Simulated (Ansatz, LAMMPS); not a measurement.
**Liquid (K,Li)2CO3 at 1100 K (102 atoms): a short ab initio trajectory**

Aim: follow liquid (K,Li)2CO3 at 1100 K (102 atoms) for a short time with forces from DFT, then look at structure and electrons in the last frame.

Method: Kohn-Sham DFT, PBE, PAW (set soft_2), plane waves, in Ansatz 0.2.0.

## (1) The starting structure

The cell holds 102 atoms: 17 C, 51 O, 13 K and 21 Li. Cell: a = 11.454 Å, b = 11.454 Å, c = 11.454 Å, α = 90.0°, β = 90.0°, γ = 90.0°. 13 K+, 21 Li+, 17 CO3 2- placed at random, at 1.85 g/cm³; overlaps pushed apart, then 10 ps at 1500 K with harmonic planar carbonate ions with charges +1 on C and -1 on O; Joung-Cheatham ions (J. Phys. Chem. B 112, 9020 (2008)); charges of ions scaled by 0.8. Snapshot after 20 ps at 1100 K and fixed volume.

What the set-up can't give: The network of bonds at the start is that of the classical potential that made the cell, and needn't be the one that DFT or experiment would give. The Brillouin zone is sampled at Γ only, in a cell whose shortest periodic width is 11 Å.

## (2) Single point at the start

The forces at the start show how far the geometry lies from a minimum of this functional.

input.yaml

```yaml
crystal:
  lattice:
    - [11.45401, 0.0, 0.0]
    - [0.0, 11.45401, 0.0]
    - [0.0, 0.0, 11.45401]
  atoms:
    - { symbol: C, position: [0.67497, 0.189, 0.61096] }
    - { symbol: O, position: [0.65951, 0.16293, 0.71824] }
    - { symbol: O, position: [0.59459, 0.17723, 0.5325] }
    - { symbol: O, position: [0.75285, 0.26573, 0.58637] }
    [... 92 atom lines left out ...]
    - { symbol: Li, position: [0.28976, 0.70683, 0.18761] }
    - { symbol: Li, position: [0.95357, 0.33342, 0.07605] }
    - { symbol: Li, position: [0.30625, 0.82551, 0.80196] }
    - { symbol: Li, position: [0.19123, 0.92702, 0.03185] }
    - { symbol: Li, position: [0.78554, 0.6726, 0.68525] }
    - { symbol: Li, position: [0.55296, 0.2043, 0.82897] }
kpoints:
  mp_grid: { grid: [1, 1, 1] }
hamiltonian:
  xc: pbe
scf:
  occupations: { method: fermi_dirac, width: 0.025 }
output:
  forces: true
```

Run with:

```
$ ansatz run input.yaml --threads 4 --pin off --max-ram 8192MiB --backend cpu --events-out ev --progress --plain --runs-dir out
```

The job ended after 11 s (4 threads of Arm Neoverse V2, shared host; peak memory 1.9 GiB; 43 s of CPU time).

Read from the output:

```yaml
free_energy: -57527.8763 eV
free_energy_per_atom: -563.9988 eV/atom
scf_cycles: 10
r_m_s_force_component: 2.444 eV/Å
longest_force: 12.57 eV/Å
fermi_energy: 3.856 eV
```

The r.m.s. force component of 2.4 eV/Å sets the starting point.

Neighbours are counted within 2.58 Å (O-Li), 1.73 Å (O-C), 3.52 Å (O-K).

Length of the force by element and coordination:

```csv
element,coordination,atoms,mean length of the force (eV/Å),spread,least,most
C,all,17,4.83,1.99,1.40,9.68
K,all,13,0.521,0.256,0.0347,1.10
K,4,1,1.10,0,1.10,1.10
K,5,2,0.452,0.0388,0.413,0.491
K,6,4,0.479,0.217,0.182,0.776
K,7,5,0.435,0.224,0.0347,0.687
K,8,1,0.684,0,0.684,0.684
Li,all,21,0.661,0.291,0.144,1.12
Li,3,4,0.511,0.284,0.163,0.861
Li,4,8,0.612,0.185,0.425,0.956
Li,5,8,0.749,0.342,0.144,1.12
Li,6,1,0.944,0,0.944,0.944
O,all,51,4.42,2.63,0.72,12.6
O,2,1,1.81,0,1.81,1.81
O,3,6,2.07,0.586,1.16,2.86
O,4,25,4.36,2.49,0.72,11.0
O,5,12,5.74,3.00,0.923,12.6
O,6,7,4.75,1.94,0.917,7.34
```

## (3) Dynamics at 1100 K

A Nosé–Hoover thermostat steers the temperature while disturbing the dynamics little. The time step is 1.0 fs.

Changes to input.yaml since step 2:

```diff
@@ -15 +15,8 @@
   forces: true
+md:
+  timestep: 1.0
+  n_steps: 252
+  ensemble: nvt_nose_hoover
+  temperature: 1100
+  initial_velocities: maxwell_boltzmann
+  seed: 2598
```

The job ended after 34 min (4 threads; peak memory 2 GiB).

The program notes that it switched symmetry off.

Rows from the run:

```csv
time (fs),T (K),potential (meV/atom),conserved (meV/atom)
0.0,1100,0.0,0.00
17.0,1047,4.9,-0.08
34.0,1346,-37.2,-0.21
50.0,1241,-29.7,-0.26
67.0,1315,-47.0,-0.46
84.0,1070,-23.5,-0.16
101.0,1115,-36.7,-0.45
118.0,1059,-35.0,-0.26
134.0,1443,-89.1,-0.63
151.0,1255,-69.9,-0.41
168.0,1247,-74.1,-0.38
185.0,1055,-55.1,-0.32
202.0,1066,-62.3,-0.43
218.0,1229,-88.5,-0.58
235.0,1278,-100.2,-0.72
252.0,1069,-78.1,-0.47
```

Mean square displacement from the first frame to the last: C 0.45 Å², O 0.96 Å², K 1.6 Å², Li 1.1 Å².

Mean square displacement against time lag:

```csv
time lag (fs),C (Å²),K (Å²),Li (Å²),O (Å²)
1.0,3.6e-4,6.4e-5,3.5e-4,2.0e-4
11.0,0.0306,0.00767,0.0402,0.0209
16.0,0.0450,0.0161,0.0804,0.0375
27.0,0.0535,0.0450,0.192,0.0737
37.0,0.0630,0.0820,0.294,0.114
47.0,0.0859,0.127,0.378,0.168
53.0,0.114,0.158,0.417,0.203
63.0,0.156,0.212,0.470,0.265
73.0,0.164,0.269,0.519,0.331
79.0,0.173,0.303,0.548,0.369
89.0,0.208,0.362,0.600,0.422
99.0,0.243,0.420,0.651,0.472
110.0,0.263,0.484,0.697,0.534
115.0,0.265,0.514,0.712,0.561
126.0,0.281,0.582,0.739,0.612
```

Over the second half of 252 fs the temperature averages 1234 K with swings of 119 K r.m.s. The conserved energy stays within 0.83 meV/atom. From first frame to last K has the largest mean square displacement, 1.6 Å² at the end; the farthest move is 2.47 Å. The run spans 0.25 ps, too short for its means to be equilibrium values.

## (4) Distances and neighbours late in the run

The g(r) is a mean over the second half.

Density 1.85 g/cm³, 14.73 Å³ an atom.

Mean of 14 frames. g(r), total and by pair (bins of 0.2 Å):

```csv
r (Å),total,O-O,O-Li,O-C,O-K,Li-Li,Li-C
1.10,0.08,0.00,0.00,0.48,0.00,0.00,0.00
1.30,2.98,0.00,0.00,17.90,0.00,0.00,0.00
1.50,0.35,0.00,0.02,2.09,0.00,0.00,0.00
1.70,0.25,0.00,1.23,0.00,0.00,0.00,0.00
1.90,0.87,0.00,4.22,0.00,0.00,0.00,0.03
2.10,0.95,1.08,3.08,0.00,0.01,0.04,0.58
2.30,1.30,3.17,1.57,0.00,0.33,0.22,1.95
2.50,0.66,0.33,0.79,0.00,1.64,1.00,2.25
2.70,0.77,0.21,0.61,0.02,2.16,1.82,3.12
2.90,0.93,0.66,0.57,0.06,2.04,1.50,3.27
3.10,0.96,1.04,0.74,0.34,1.20,1.15,2.26
3.30,1.07,1.10,0.99,0.62,1.15,1.10,1.30
3.50,1.04,1.12,0.92,0.86,1.08,0.82,0.54
3.70,1.06,1.08,1.09,1.00,1.04,1.36,0.28
3.90,1.04,0.92,1.16,1.27,1.05,1.01,0.24
4.10,1.02,0.87,1.13,1.41,0.94,0.92,0.32
4.30,0.93,0.78,0.82,1.42,0.92,0.65,0.42
4.50,0.96,0.87,0.74,1.37,1.01,0.55,0.60
4.70,1.02,1.06,0.76,1.25,0.91,0.95,0.62
4.90,1.02,1.20,0.87,1.05,0.96,1.14,0.74
5.10,1.04,1.20,1.01,0.96,0.97,1.29,0.98
5.30,1.01,1.15,0.96,0.90,1.09,1.21,0.85
5.50,0.96,1.05,0.89,1.00,0.98,0.93,0.81
```

## (5) Single point at the last frame

The last frame is solved once more, with the analyses that the dynamics left out.

input.yaml

```yaml
crystal:
  lattice:
    - [11.45401, 0.0, 0.0]
    - [0.0, 11.45401, 0.0]
    - [0.0, 0.0, 11.45401]
  atoms:
    - { symbol: C, position: [0.69478, 0.1616, 0.62057] }
    - { symbol: O, position: [0.70277, 0.14147, 0.73231] }
    - { symbol: O, position: [0.58488, 0.13714, 0.57479] }
    - { symbol: O, position: [0.77422, 0.20327, 0.556] }
    [... 92 atom lines left out ...]
    - { symbol: Li, position: [0.29644, 0.69129, 0.20727] }
    - { symbol: Li, position: [0.81546, 0.33145, 0.05155] }
    - { symbol: Li, position: [0.42702, 0.8963, 0.86039] }
    - { symbol: Li, position: [0.18305, 0.02839, 0.03268] }
    - { symbol: Li, position: [0.78775, 0.64089, 0.64614] }
    - { symbol: Li, position: [0.59242, 0.18357, 0.86306] }
kpoints:
  mp_grid: { grid: [1, 1, 1] }
hamiltonian:
  xc: pbe
scf:
  occupations: { method: fermi_dirac, width: 0.025 }
output:
  forces: true
  stress: true
  populations: intrinsic
  dos:
    method: { smearing: { sigma: 0.1 } }
    de: 0.1
    projected: { site_lists: { C: [C], K: [K], Li: [Li], O: [O] } }
  eigenvalues: true
  write_density: true
  write_potential: true
  volumetric_format: npy
```

Run time: 22 s. Hardware: 4 threads; peak memory 1.9 GiB; 86 s of CPU time.

Numbers from this run:

```
free energy                                      : -57535.8399 eV
free energy per atom                             : -564.0769 eV/atom
SCF cycles                                       : 11
pressure                                         : -2.635 GPa
r.m.s. force component                           : 1.593 eV/Å
longest force                                    : 9.753 eV/Å
Fermi energy                                     : 4.513 eV
gap (highest filled to lowest empty level) : 1.593 eV
```

Length of the force by element:

```csv
element,coordination,atoms,mean length of the force (eV/Å),spread,least,most
C,all,17,3.88,2.04,1.34,9.75
K,all,13,0.758,0.358,0.192,1.41
Li,all,21,0.733,0.418,0.103,1.91
O,all,51,2.59,1.27,0.357,6.52
```

Intrinsic-atomic-orbital charges by element:

```csv
element,coordination,atoms,mean charge (e),spread,least,most
C,all,17,0.580,0.0245,0.545,0.620
K,all,13,0.859,0.012,0.841,0.878
Li,all,21,0.779,0.0159,0.753,0.814
O,all,51,-0.733,0.0742,-0.924,-0.557
```

Density of states as counts of states in windows of 1 eV (from the Fermi level), total and the larger projections:

```csv
from (eV),to (eV),total,O p,C p,Li s,K s,O s
-14,-13,13.9,0.2,0.0,0.0,0.0,0.0
-13,-12,0.0,0.0,0.0,0.0,0.0,0.0
-12,-11,0.2,0.1,0.0,0.0,0.0,0.0
-11,-10,26.5,14.2,0.2,0.7,0.2,7.2
-10,-9,13.3,7.8,1.6,0.2,0.1,2.5
-9,-8,60.7,39.0,12.9,0.7,0.3,6.4
-8,-7,31.5,19.3,9.0,0.2,0.1,2.3
-7,-6,3.9,2.4,1.1,0.0,0.0,0.3
-6,-5,14.5,13.6,0.1,0.4,0.1,0.1
-5,-4,85.8,82.1,0.3,1.0,0.5,0.3
-4,-3,40.2,39.0,0.1,0.2,0.1,0.1
-3,-2,25.4,24.8,0.0,0.1,0.1,0.0
-2,-1,2.0,1.9,0.0,0.0,0.0,0.0
-1,0,2.0,1.9,0.0,0.0,0.0,0.0
0,1,2.0,0.1,0.1,0.5,0.8,0.3
1,2,15.1,4.3,4.8,1.5,2.3,0.4
2,3,31.3,8.4,9.9,3.0,4.8,0.9
3,4,22.1,1.9,1.4,5.5,4.7,1.1
4,5,36.7,2.2,2.0,5.8,3.1,1.1
```

Between -26 and -14 eV lie 166 more states.

The stored curve holds about 486 of the 554 electrons; the rest, give or take the few that broadening carries across the Fermi level, lie in deeper levels below its range.

The levels nearest the highest filled one (over half full), pooled over k-points and spins:

```csv
level less the highest filled one (eV),occupation
-1.85,2
-1.83,2
-1.72,2
-1.57,2
-0.588,2
0,2
1.59,0
2.12,0
2.26,0
2.37,0
2.50,0
2.62,0
```

Mean intrinsic-atomic-orbital charges: C +0.58, K +0.86, Li +0.78, O -0.73 e.

## (6) Results

```json
{"mean temperature, second half": "1234 K", "temperature swing, second half": "119.3 K", "slope of the conserved energy against time, by least squares": "-0.916 meV/atom/ps", "free energy per atom": "-564.0769 eV/atom", "pressure": "-2.635 GPa", "r.m.s. force component": "1.593 eV/Å", "gap (highest filled to lowest empty level)": "1.593 eV", "wall time of the 3 DFT runs": "35 min"}
```

**Reading.** Over the second half of 252 fs the temperature averages 1234 K with swings of 119 K r.m.s. The conserved energy stays within 0.83 meV/atom. The run spans 0.25 ps, too short for its means to be equilibrium values. Between filled and empty levels lie 1.59 eV (at Γ alone); a semilocal functional tends to put such gaps too low. In a disordered cell it changes from sample to sample and from frame to frame.

Caveats: The pressure of -2.6 GPa is that of one thermal frame at a volume set beforehand, without the kinetic term.

[Logs are printed without paths, hosts, clocks, repeated set-up lines and the standing remarks that a program may print on its own settings, such as how far it seeks lower states.]

[Hosts, paths, dates, database ids (printed as entryN), source tags and the programs' standing remarks are cut or masked in the printed files.]
